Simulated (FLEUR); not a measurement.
Computed results, one entry a study.

```xyz
10
Lattice="4.071 0.000 0.000 0.000 4.071 0.000 0.000 0.000 8.142" Properties=species:S:1:pos:R:3 pbc="T T T" subject="Magnetic state of KCoF3 from several starts" method="PBEsol; all-electron FLAPW, Dirac cores, scalar-relativistic bands" program="FLEUR MaX-R8.1" settings_of_one_run="kmax 4.4 1/bohr, gmax 13.2 1/bohr, muffin tin radii K: 2.8, Co: 2.4, F: 1.35 bohr, lmax K: [10, 8], Co: [10, 8], F: [6, 4], hist occupations, smearing width 0.03 eV, mixer Anderson, mixing 0.05, max iterations 130, stop 2.00e-5 me/bohr³, collinear spin, 6×6×3 k-mesh, mesh matched on, starting moments 0 0 3 -3 0 0 0 0 0 0 μB" cost="3 runs, 4.9 min in all on 4 MPI ranks of Intel Xeon Platinum 8488C (Sapphire Rapids), shared host (the runs of this entry)" notes="This is the lowest of 3 finished starts, no proof of the ground state." lowest_state_found="antiferromagnetic (initial antiferro q=(0,0,1/2) +-)" largest_site_spin_moment="2.67 μB" next_finished_state="ferromagnetic, 27.4 meV a seeded atom higher" energy_gained_by_spin_polarisation="853 meV a seeded atom"
K     0.000    0.000    0.000
K     0.000    0.000    4.071
Co    2.035    2.035    2.035
Co    2.035    2.035    6.106
F     0.000    2.035    2.035
F     0.000    2.035    6.106
F     2.035    0.000    2.035
F     2.035    0.000    6.106
F     2.035    2.035    0.000
F     2.035    2.035    4.071
```

[Logs and program files are shortened in this print: banners, set-up blocks, solver, clock and traceback lines can be left out without a mark of their own.]

[Logs are printed without paths, hosts, clocks, repeated set-up lines and the standing remarks that a program may print on its own settings, such as how far it seeks lower states.]

[Hosts, paths, dates, database ids (printed as entryN), source tags and the programs' standing remarks are cut or masked in the printed files.]

[Where a cell is said to come from a database of computed structures, the database is the Materials Project.]
